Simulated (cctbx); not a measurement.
# Interatomic vectors of Ba6Eu2ZnSi2Pb4

Space group Pbcn (no. 60), a = 8.7560 Å, b = 9.2250 Å, c = 27.9860 Å, α = 90.00°, β = 90.00°, γ = 90.00°, content Pb16 Eu8 Ba24 Zn4 Si8.

The data are simulated with cctbx, not measured: synchrotron X-rays, λ = 0.6889 Å, to d = 0.75 Å, 95 % of the full sphere, strongest reflection 70000 counts, noise from counting, a 3 % proportional error and a noise floor of 15 counts (s.d.); no absorption.

Patterson synthesis, origin scaled to 1000:

```text
Patterson group P m m m
      u       v       w   height  length (A)
  0.000   0.000   0.000   1000.0     0.00
  0.500   0.500   0.296    338.4    10.43
  0.000   0.000   0.500    243.5    13.99
  0.000   0.500   0.500    227.0    14.73
  0.362   0.500   0.000    157.6     5.60
  0.441   0.156   0.500    148.2    14.59
  0.000   0.163   0.500    131.7    14.07
  0.227   0.500   0.000    131.0     5.02
  0.118   0.500   0.000    128.9     4.73
  0.000   0.000   0.165    122.4     4.62
  0.439   0.323   0.000    117.3     4.87
  0.208   0.340   0.500    116.4    14.45
  0.209   0.177   0.000    113.3     2.45
  0.231   0.000   0.500    109.2    14.14
```

**Question.** Which atom pairs make the peaks, and where is the heaviest atom?

A peak at u stands for all pairs with xi − xj = u, with weight Σ ZiZj against Σ Z² = 219768 at the origin. Peak heights follow these weights only roughly, since form factors, motion and series ripples differ, all vectors within 0.55 Å of a peak are counted as merged into it though the farther ones add only part of their weight, and F(000) is left out, which lowers the whole map:

| u | v | w | shortest length (Å) | height | 1000 ΣZiZj/ΣZ² | pairs in the cell |
| --- | --- | --- | --- | --- | --- | --- |
| 0.500 | 0.500 | 0.296 | 10.44 | 338 | 373 | 8 × Pb–Pb, 8 × Eu–Ba |
| 0.000 | 0.000 | 0.500 | 13.99 | 244 | 259 | 8 × Eu–Eu, 8 × Ba–Ba |
| 0.000 | 0.500 | 0.500 | 14.73 | 227 | 245 | 8 × Pb–Pb |
| 0.362 | 0.500 | 0.000 | 5.60 | 158 | 183 | 4 × Pb–Pb, 4 × Ba–Ba, 4 × Si–Si |
| 0.441 | 0.156 | 0.500 | 14.59 | 148 | 223 | 4 × Pb–Pb, 4 × Eu–Ba, 2 × Ba–Ba, 2 × Zn–Zn |
| 0.000 | 0.163 | 0.500 | 14.07 | 132 | 122 | 4 × Pb–Pb |
| 0.227 | 0.500 | 0.000 | 5.02 | 131 | 122 | 4 × Pb–Pb |
| 0.118 | 0.500 | 0.000 | 4.73 | 129 | 186 | 8 × Ba–Ba, 4 × Eu–Eu |
| 0.000 | 0.000 | 0.165 | 4.62 | 122 | 190 | 8 × Eu–Ba, 8 × Ba–Zn |
| 0.439 | 0.323 | 0.000 | 4.86 | 117 | 122 | 4 × Pb–Pb |

The table stops at ten peaks or at a height of 45, below which ripples compete. In the model behind the data Pb, the heaviest element, has 2 independent sites: (0.5724, 0.5821, 0.5998) and (0.3653, 0.7578, 0.6045), up to an allowed shift of origin; the Pb–Pb vectors are differences of these positions and their symmetry mates. The whole model:

| atom | mult. | x | y | z | Ueq (Å²) |
| --- | --- | --- | --- | --- | --- |
| Pb1 | 8 | 0.5724 | 0.5821 | 0.5998 | 0.0066 |
| Pb2 | 8 | 0.3653 | 0.7578 | 0.6045 | 0.0092 |
| Eu1 | 8 | 0.1898 | 0.9951 | 0.6854 | 0.0053 |
| Ba1 | 8 | 0.3270 | 0.8693 | 0.8239 | 0.0130 |
| Ba2 | 8 | 0.2114 | 0.9958 | 0.5202 | 0.0105 |
| Ba3 | 8 | 0.0466 | 0.6771 | 0.9140 | 0.0089 |
| Zn1 | 4 | 1/2 | 0.8264 | 1/4 | 0.0149 |
| Si1 | 8 | 0.5502 | 0.7895 | 0.5445 | 0.0133 |

The model is made up (kin elements in a known structure type, no relaxation), so it says nothing on whether the phase exists.

[Logs are printed without paths, hosts, clocks, repeated set-up lines and the standing remarks that a program may print on its own settings, such as how far it seeks lower states.]
